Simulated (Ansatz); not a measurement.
# BeClF: complex band structure, part 3 of 4

Aim: relax a made-up compound, BeClF, and see how good a tunnel barrier it would be. It is built by putting Cl for part of the F in the BeF2 structure of space group P6_222, with the volume rescaled by atomic radii. The parent structure comes from the Materials Project.

Ansatz 0.2.0; PBE DFT, plane waves, PAW files (the session's first sound run).

So far, gap on path (eV): step 3 (the bulk crystal and its band edges) 6.07.

The structure was built from a prototype and need not be the compound's stable phase.

## 6. Decaying states in the gap, plane (001), k-mesh 6×6×4

Level of this step: PBE DFT, plane waves, PAW files; complex bands by layer matching along the plane's normal (Ansatz).

The same for the (001) plane, at (0, 0), (0.3333, -0.3333) and (0.5, 0), to see how the decay depends on direction.

File input.yaml:

```yaml
crystal:
  lattice:
    - [5.685076402, 0.0, 0.0]
    - [2.842538201, 4.923420586, 0.0]
    - [0.0, 0.0, 5.960095729]
  atoms:
    - { symbol: Be, position: [0.5284830211, 0.5284830211, 0.6666666667] }
    - { symbol: Be, position: [0.5284830211, 0.9430339579, 0.0] }
    - { symbol: Be, position: [0.9430339579, 0.5284830211, 0.3333333333] }
    - { symbol: Cl, position: [0.1677010594, 0.6645978813, 0.5] }
    - { symbol: F, position: [0.4817004082, 0.7591497959, 0.8333333333] }
    - { symbol: Cl, position: [0.6645978813, 0.1677010594, 0.8333333333] }
    - { symbol: Cl, position: [0.1677010594, 0.1677010594, 0.1666666667] }
    - { symbol: F, position: [0.7591497959, 0.7591497959, 0.1666666667] }
    - { symbol: F, position: [0.7591497959, 0.4817004082, 0.5] }
kpoints:
  mp_grid: { grid: [6, 6, 4] }
scf:
  occupations: { method: fixed }
hamiltonian:
  xc: pbe
output:
  eigenvalues: true
  transmission:
    leads: [[0, 0]]
    kpoints: [[0.0, 0.0], [0.3333, -0.3333], [0.5, 0.0]]
    e_range: [-1.0, 7.07]
    de: 0.13
```

Run with:

```sh
$ ansatz run input.yaml --threads 2 --pin off --max-ram 4096MiB --backend cpu --events-out ev --progress --plain --runs-dir out
```

Numbers of over 12 decimals in the logs are rounded to 6 here.

Output:

```text
[...]
Crystal: 9 atoms, lattice volume = 166.823 Å³
Basis set: ecut = 420 eV, 3283 PW (Γ)
Bands: 33, of which v1, the nominal top of the filled ones, is band 24 counted from 1 (23 counted from 0)
Symmetry: 6 space group operations
[...]
k-points: 24 of 144 (time reversal used)
[...]
SCF iter   1: F=—  HF=-5954.059433 eV  |F-HF|=—  |Δ(HF+E_count)|=         —  Δρ=1.64e-3  dr2=6.43e-3  ethr=1.77e-3  ⟨swp⟩=5.2  Hψ=3242  notcnv=0  defer=155
[...]
SCF iter   7: F=-5954.058415 eV  HF=-5954.058415 eV  |F-HF|=1.37e-8  |Δ(HF+E_count)|=   8.59e-8  Δρ=2.29e-6  dr2=9.55e-9  ethr=2.08e-10  ⟨swp⟩=11.1  Hψ=3474  notcnv=0
SCF 1 converged in 7 iterations: F = -5954.058415 eV  dr2 = 9.55e-9
[...]
transmission: 10 of 30 steps passed
transmission: 20 of 30 steps passed
transmission: 30 of 30 steps passed
SCF converged after 7 iterations
Free energy (F): -5954.058415 eV
[...]
Internal energy: -5954.058415 eV  (E = F + TS)
E sigma→0 (E₀):  -5954.058415 eV
Fermi energy:    -0.155359 eV
[...]
--- Band table (eV; the first three rows and the last of 24) ---
  k-point 0: bands = [... 20 lower, -1.0878, -0.6473, -0.6473, -0.3588, 5.9294, 7.4535, 7.4535, 8.1300, ... 5 higher]
  k-point 1: bands = [... 20 lower, -1.1189, -0.9028, -0.4674, -0.3244, 6.3818, 7.6879, 7.8166, 8.0669, ... 5 higher]
  k-point 2: bands = [... 20 lower, -1.2218, -0.6886, -0.6886, -0.2059, 7.3707, 7.3707, 7.9032, 8.4617, ... 5 higher]
  k-point 23: bands = [... 20 lower, -1.0699, -0.5650, -0.5415, -0.3568, 7.5881, 8.1229, 8.1875, 8.5203, ... 5 higher]
--- Transmission ---
  basis      : 253 plane waves across, 10 finite elements along
  points     : 3, as listed
[...]
crystal 0  : Be3F3Cl3, at the sites [0, 0], period 5.9601 Å: whole cells are its period
[...]
channels       : 0.000000e0 a spin
[...]
slowest decay  : 0.5268 /Å at (0.0000, 0.0000)
```

It took 1.7 min on 2 threads of Arm Neoverse V1, shared host; peak memory 0.86 GiB; 2.8 min of CPU time.

This step gave:

| Item | Value |
| --- | --- |
| free energy | -5954.0584 eV |
| Fermi energy | -0.1554 eV |
| gap on the k-mesh | 6.085 eV |
| level to which the leads are filled | 3.042 eV from the Fermi level |
| decay constant at the filling level, zone centre | 0.5268 Å⁻¹ |
| decay constant at the filling level, slowest listed point | 0.5268 Å⁻¹ |

K parallel (0, 0); values up to 1.5 1/Å, a degenerate pair printed once or twice; energies at which all values exceed this have no row. The Im kz of the slowest decaying states by energy, zero at the highest filled level on the SCF mesh:

| energy (eV) | decay 1 (Å⁻¹) | decay 2 (Å⁻¹) | decay 3 (Å⁻¹) | decay 4 (Å⁻¹) |
| --- | --- | --- | --- | --- |
| -1.000 | 0.507 | 0.718 | 0.840 | 1.05 |
| -0.480 | 0.621 | 0.716 | 0.976 | 1.07 |
| 0.040 | 0.225 | 0.328 | 0.722 | 0.729 |
| 0.560 | 0.472 | 0.553 | 0.750 | 0.795 |
| 0.950 | 0.514 | 0.683 | 0.764 | 0.831 |
| 1.470 | 0.540 | 0.777 | 0.807 | 0.862 |
| 1.990 | 0.548 | 0.783 | 0.879 | 0.903 |
| 2.510 | 0.543 | 0.781 | 0.886 | 0.980 |
| 3.030 | 0.527 | 0.772 | 0.884 | 0.959 |
| 3.550 | 0.501 | 0.755 | 0.876 | 0.939 |
| 3.940 | 0.475 | 0.737 | 0.866 | 0.923 |
| 4.460 | 0.429 | 0.704 | 0.847 | 0.901 |
| 4.980 | 0.367 | 0.661 | 0.821 | 0.877 |
| 5.500 | 0.277 | 0.606 | 0.788 | 0.849 |
| 6.020 | 0.0954 | 0.538 | 0.746 | 0.816 |
| 6.540 | 0.451 | 0.694 | 0.773 | 0.890 |
| 7.060 | 0.331 | 0.628 | 0.714 | 0.824 |

K parallel (0.3333, -0.3333); values up to 1.5 1/Å, a degenerate pair printed once or twice; energies at which all values exceed this have no row. Table of Im kz of the slowest decaying states by energy, zero at the highest filled level on the SCF mesh:

| energy (eV) | decay 1 (Å⁻¹) | decay 2 (Å⁻¹) | decay 3 (Å⁻¹) | decay 4 (Å⁻¹) |
| --- | --- | --- | --- | --- |
| -1.00 | 0.606 | 0.612 | 0.628 | 1.18 |
| -0.74 | 0.175 | 0.633 | 0.650 | 0.675 |
| -0.35 | 0.672 | 0.685 | 0.757 | 1.03 |
| -0.09 | 0.325 | 0.682 | 0.728 | 0.800 |
| 0.04 | 0.115 | 0.445 | 0.686 | 0.748 |
| 0.30 | 0.386 | 0.576 | 0.695 | 0.783 |
| 0.56 | 0.514 | 0.652 | 0.704 | 0.813 |
| 0.95 | 0.636 | 0.720 | 0.728 | 0.848 |
| 1.21 | 0.692 | 0.729 | 0.765 | 0.866 |
| 1.60 | 0.741 | 0.754 | 0.812 | 0.887 |
| 1.86 | 0.747 | 0.783 | 0.839 | 0.898 |
| 2.25 | 0.753 | 0.812 | 0.875 | 0.911 |
| 2.51 | 0.755 | 0.824 | 0.897 | 0.917 |
| 2.90 | 0.754 | 0.830 | 0.923 | 0.926 |
| 3.16 | 0.752 | 0.828 | 0.924 | 0.925 |
| 3.55 | 0.745 | 0.818 | 0.923 | 0.926 |
| 3.81 | 0.738 | 0.808 | 0.922 | 0.924 |
| 4.20 | 0.724 | 0.787 | 0.896 | 0.909 |
| 4.46 | 0.713 | 0.770 | 0.877 | 0.880 |
| 4.85 | 0.692 | 0.740 | 0.836 | 0.842 |
| 5.11 | 0.675 | 0.717 | 0.807 | 0.814 |
| 5.50 | 0.644 | 0.678 | 0.761 | 0.764 |
| 5.76 | 0.620 | 0.649 | 0.724 | 0.730 |
| 6.15 | 0.576 | 0.598 | 0.656 | 0.679 |
| 6.41 | 0.541 | 0.559 | 0.603 | 0.642 |
| 6.80 | 0.474 | 0.490 | 0.510 | 0.581 |
| 7.06 | 0.415 | 0.434 | 0.435 | 0.535 |

K parallel (0.5, 0); values up to 1.5 1/Å, a degenerate pair printed once or twice; energies at which all values exceed this have no row. Im kz of the slowest decaying states against energy, zero at the highest filled level on the SCF mesh:

```
energy (eV)  decay 1 (Å⁻¹)  decay 2 (Å⁻¹)  decay 3 (Å⁻¹)  decay 4 (Å⁻¹)
      -1.00          0.136          0.606          0.621           1.15
      -0.61          0.638          0.689          0.738           1.14
      -0.22         0.0168          0.664          0.772          0.862
       0.04          0.161          0.373          0.687          0.826
       0.17          0.319          0.442          0.699          0.851
       0.56          0.526          0.567          0.736          0.917
       1.08          0.657          0.657          0.776          0.962
       1.47          0.700          0.715          0.796          0.967
       1.86          0.733          0.756          0.808          0.953
       2.25          0.761          0.784          0.809          0.928
       2.64          0.793          0.802          0.900           1.05
       3.03          0.796          0.811          0.870           1.04
       3.42          0.793          0.808          0.847           1.00
       3.81          0.784          0.785          0.834          0.970
       4.20          0.751          0.772          0.825          0.938
       4.59          0.712          0.755          0.811          0.907
       4.98          0.669          0.733          0.793          0.875
       5.50          0.605          0.695          0.761          0.830
       5.89          0.550          0.660          0.735          0.789
       6.28          0.485          0.616          0.728          0.738
       6.67          0.405          0.562          0.656          0.736
       7.06          0.295          0.490          0.584          0.692
```

At the listed wavevectors the last open channel is at -0.09 eV and the next at +6.15 eV on the grid. At +3.03 eV, the grid energy nearest the filling level (the middle of the gap on the SCF mesh), the slowest state at the listed wavevectors decays with κ = 0.527 Å⁻¹, its amplitude falling by e over 1.9 Å; the first such run, plane (101), gave 0.481 Å⁻¹.

## 7. Band edges at another level, cutoff 1500 eV

This step: PBE DFT, plane waves, JTH PAW files (Ansatz 0.2.0).

The edges again with JTH files, at the same atoms. Against that run the cutoff is 1500 eV against 420.

File input.yaml:

```yaml
crystal:
  lattice:
    - [5.6850764018, 0.0, 0.0]
    - [-2.8425382009, 4.9234205864, 0.0]
    - [0.0, 0.0, 5.9600957286]
  atoms:
    - { symbol: Be, position: [0.0569660421, 0.5284830211, 0.6666666667] }
    - { symbol: Be, position: [0.4715169789, -0.0569660421, 0.0] }
    - { symbol: Be, position: [0.4715169789, 0.5284830211, 0.3333333333] }
    - { symbol: Cl, position: [0.8322989406, 0.6645978813, 0.5] }
    - { symbol: F, position: [0.2408502041, 0.7591497959, 0.8333333333] }
    - { symbol: Cl, position: [0.8322989406, 0.1677010594, 0.8333333333] }
    - { symbol: Cl, position: [0.3354021187, 0.1677010594, 0.1666666667] }
    - { symbol: F, position: [0.5182995918, 0.7591497959, 0.1666666667] }
    - { symbol: F, position: [0.2408502041, 0.4817004082, 0.5] }
kpoints:
  mp_grid: { grid: [6, 6, 4] }
  band_path: { path: [VBM, CBM], npoints: 30 }
scf:
  occupations: { method: fixed }
hamiltonian:
  xc: pbe
  pseudopotentials: { kind: paw, source: jth }
output:
  eigenvalues: true
```

Output:

```text
Warning: <dir> the checks of this Be dataset prove no rule for summing its radial tables, as where they were carried onto another mesh than they were made on, and Gregory's rule is taken, under which a leading mesh point left out moves its sums only by what lay on the interval it spanned. That does not make them correct, and they differ from Quantum ESPRESSO's on this file; a re-export a fraction of a mesh step off can move them. hamiltonian.pseudopotentials.radial_quadrature: simpson_from_first_knot sums it by `pw.x`'s rule; on a PAW file no value gives `pw.x`'s numbers. What more to know: hamiltonian.pseudopotentials.radial_quadrature, in the input reference
Warning: <dir> the checks of this Cl dataset prove no rule for summing its radial tables, as where they were carried onto another mesh than they were made on, and Gregory's rule is taken, under which a leading mesh point left out moves its sums only by what lay on the interval it spanned. That does not make them correct, and they differ from Quantum ESPRESSO's on this file; a re-export a fraction of a mesh step off can move them. hamiltonian.pseudopotentials.radial_quadrature: simpson_from_first_knot sums it by `pw.x`'s rule; on a PAW file no value gives `pw.x`'s numbers. What more to know: hamiltonian.pseudopotentials.radial_quadrature, in the input reference
Warning: <dir> the checks of this F dataset prove no rule for summing its radial tables, as where they were carried onto another mesh than they were made on, and Gregory's rule is taken, under which a leading mesh point left out moves its sums only by what lay on the interval it spanned. That does not make them correct, and they differ from Quantum ESPRESSO's on this file; a re-export a fraction of a mesh step off can move them. hamiltonian.pseudopotentials.radial_quadrature: simpson_from_first_knot sums it by `pw.x`'s rule; on a PAW file no value gives `pw.x`'s numbers. What more to know: hamiltonian.pseudopotentials.radial_quadrature, in the input reference
[...]
Crystal: 9 atoms, lattice volume = 166.823 Å³
Basis set: ecut = 1500 eV, 21967 PW (Γ)
Bands: 36, of which v1, the nominal top of the filled ones, is band 27 counted from 1 (26 counted from 0)
Symmetry: 6 space group operations
[...]
k-points: 24 of 144 (time reversal used)
[...]
SCF iter   1: F=—  HF=-6882.309266 eV  |F-HF|=—  |Δ(HF+E_count)|=         —  Δρ=6.59e-2  dr2=3.82e0  ethr=3.10e-3  ⟨swp⟩=8.2  Hψ=5013  notcnv=0  defer=153
[...]
SCF iter   9: F=-6881.082440 eV  HF=-6881.082440 eV  |F-HF|=2.35e-8  |Δ(HF+E_count)|=   1.03e-7  Δρ=3.84e-6  dr2=2.11e-8  ethr=1.85e-10  ⟨swp⟩=25.4  Hψ=7452  notcnv=0
SCF 1 converged in 9 iterations: F = -6881.082440 eV  dr2 = 2.11e-8
[...]
SCF converged after 9 iterations
Free energy (F): -6881.082440 eV
[...]
Internal energy: -6881.082440 eV  (E = F + TS)
E sigma→0 (E₀):  -6881.082440 eV
Fermi energy:    0.053043 eV
[...]
--- Band table (eV; the first three rows and the last of 24) ---
  k-point 0: bands = [... 23 lower, -0.8798, -0.4390, -0.4390, -0.1500, 6.1330, 7.6624, 7.6624, 8.3354, ... 5 higher]
  k-point 1: bands = [... 23 lower, -0.9107, -0.6945, -0.2588, -0.1160, 6.5857, 7.8955, 8.0254, 8.2736, ... 5 higher]
  k-point 2: bands = [... 23 lower, -1.0140, -0.4802, -0.4802, 0.0025, 7.5754, 7.5754, 8.1075, 8.6703, ... 5 higher]
  k-point 23: bands = [... 23 lower, -0.8617, -0.3564, -0.3328, -0.1485, 7.7929, 8.3284, 8.3951, 8.7319, ... 5 higher]
```

It took 4.1 min on 2 threads; peak memory 1.5 GiB.

Numbers from this step:

```
free energy        : -6881.0824 eV
Fermi energy       : 0.05304 eV
gap on the k-mesh  : 6.080 eV
gap on path        : 6.063 eV, by band count; negative where bands overlap
direct gap on path : 6.283 eV
```

The electronic bands at the labelled points (eV, zero at the Fermi level (highest filled level under fixed occupations); v1 is the highest filled band, c1 the lowest empty one):

```
  point     v4     v3     v2     v1    c1    c2    c3
    VBM  -1.22  -0.84  -0.28   0.02  7.71  7.93  8.26
halfway  -1.08  -0.65  -0.31  -0.13  6.90  7.65  7.93
    CBM  -0.93  -0.49  -0.49  -0.20  6.08  7.61  7.61
```

The searched edges give 6.06 eV, against 6.08 eV on the mesh.

## 8. Complex bands at another level

This step: PBE DFT, plane waves, JTH PAW files; complex bands by layer matching along the plane's normal (Ansatz 0.2.0).

The complex bands at that level, over its own gap, at (0, 0) and (-0.4271, 0.3333).

File input.yaml:

```yaml
crystal:
  lattice:
    - [8.236676198, 0.0, 0.0]
    - [1.961962138, 5.335803432, 0.0]
    - [3.923924277, 1.585788549, 3.795811724]
  atoms:
    - { symbol: Be, position: [0.3333333333, 0.4715169789, 0.7236327088] }
    - { symbol: Be, position: [0.0, 0.4715169789, 0.4715169789] }
    - { symbol: Be, position: [0.6666666667, 0.0569660421, 0.8048503123] }
    - { symbol: Cl, position: [0.5, 0.8322989406, 0.3322989406] }
    - { symbol: F, position: [0.1666666667, 0.5182995918, 0.0741835374] }
    - { symbol: Cl, position: [0.1666666667, 0.3354021187, 0.665632274] }
    - { symbol: Cl, position: [0.8333333333, 0.8322989406, 0.5020687854] }
    - { symbol: F, position: [0.8333333333, 0.2408502041, 0.6849662585] }
    - { symbol: F, position: [0.5, 0.2408502041, 0.7408502041] }
kpoints:
  mp_grid: { grid: [6, 6, 6] }
scf:
  occupations: { method: fixed }
hamiltonian:
  xc: pbe
  pseudopotentials: { kind: paw, source: jth }
output:
  eigenvalues: true
  transmission:
    leads: [[0, 0]]
    kpoints: [[0.0, 0.0], [-0.4271, 0.3333]]
    e_range: [-1.0, 7.06]
    de: 0.16
```

Output:

```text
Warning: <dir> the checks of this Be dataset prove no rule for summing its radial tables, as where they were carried onto another mesh than they were made on, and Gregory's rule is taken, under which a leading mesh point left out moves its sums only by what lay on the interval it spanned. That does not make them correct, and they differ from Quantum ESPRESSO's on this file; a re-export a fraction of a mesh step off can move them. hamiltonian.pseudopotentials.radial_quadrature: simpson_from_first_knot sums it by `pw.x`'s rule; on a PAW file no value gives `pw.x`'s numbers. What more to know: hamiltonian.pseudopotentials.radial_quadrature, in the input reference
Warning: <dir> the checks of this Cl dataset prove no rule for summing its radial tables, as where they were carried onto another mesh than they were made on, and Gregory's rule is taken, under which a leading mesh point left out moves its sums only by what lay on the interval it spanned. That does not make them correct, and they differ from Quantum ESPRESSO's on this file; a re-export a fraction of a mesh step off can move them. hamiltonian.pseudopotentials.radial_quadrature: simpson_from_first_knot sums it by `pw.x`'s rule; on a PAW file no value gives `pw.x`'s numbers. What more to know: hamiltonian.pseudopotentials.radial_quadrature, in the input reference
Warning: <dir> the checks of this F dataset prove no rule for summing its radial tables, as where they were carried onto another mesh than they were made on, and Gregory's rule is taken, under which a leading mesh point left out moves its sums only by what lay on the interval it spanned. That does not make them correct, and they differ from Quantum ESPRESSO's on this file; a re-export a fraction of a mesh step off can move them. hamiltonian.pseudopotentials.radial_quadrature: simpson_from_first_knot sums it by `pw.x`'s rule; on a PAW file no value gives `pw.x`'s numbers. What more to know: hamiltonian.pseudopotentials.radial_quadrature, in the input reference
Engine: ansatz 0.2.0, aarch64-unknown-linux-gnu
Pseudopotentials: kind: paw
Pseudopotential: Be, paw, valence charge 4, recommended cutoff 1080 eV (normal), Be.paw.azcp
Pseudopotential: Cl, paw, valence charge 7, recommended cutoff 930 eV (normal), Cl.paw.azcp
Pseudopotential: F, paw, valence charge 7, recommended cutoff 1500 eV (normal), F.paw.azcp
Functional definition: PBE
  parameter kappa = 0.804
  parameter beta = 0.066725
  exchange = pbe_x(kappa = kappa, mu = beta*pi^2/3)
  correlation = pbe_c(beta = beta)
Error: memory limit exceeded: the `transmission` phase of `transmission` needs 14.52 GiB against the run's memory maximum of 4.00 GiB; largest carriers: transmission 14.01 GiB, unmodelled-tail allowance 0.30 GiB, source scf tables 0.19 GiB, source scf state 0.01 GiB; the layers of output.transmission grow with the square of the cell's cross-section: a lower cutoff or a narrower output.transmission.e_range takes less, and so, most of all in a narrow cell, does a wider de; where no e_range is typed, a fill by count is planned with a gap of 40 thermal energies
with nothing else changed it takes a maximum of at least 14.52 GiB, with nothing to spare, and 15.97 GiB leaves up to a tenth: --max-ram 15.97GiB where that set the maximum, else more of the term that did, and with no share typed, where 15.97 GiB is over 0.88 of the host's memory or its container's limit, a share of 0.88 or more that holds the maximum too (--max-ram-frac F), where one does; The budget is ten eleventh [...]
`transmission` follows the SCF: where the deck gives it k-points, a mesh or a band count of its own, those are what to reduce (not on a resume, whose deck is fixed)
```

Elapsed: 0.59 s, on 2 threads; peak memory 0.32 GiB.

The program refused the input before any cycle.

The program's message: “Error: memory limit exceeded: the `transmission` phase of `transmission` needs 14.52 GiB against the run's memory maximum of 4.00 GiB; largest carriers: transmission 14.01 GiB, unmodelled-tail allowan …”

[end of part 3 of 4]

[Logs are printed without paths, hosts, clocks, repeated set-up lines and the standing remarks that a program may print on its own settings, such as how far it seeks lower states.]

[Hosts, paths, dates, database ids (printed as entryN), source tags and the programs' standing remarks are cut or masked in the printed files.]
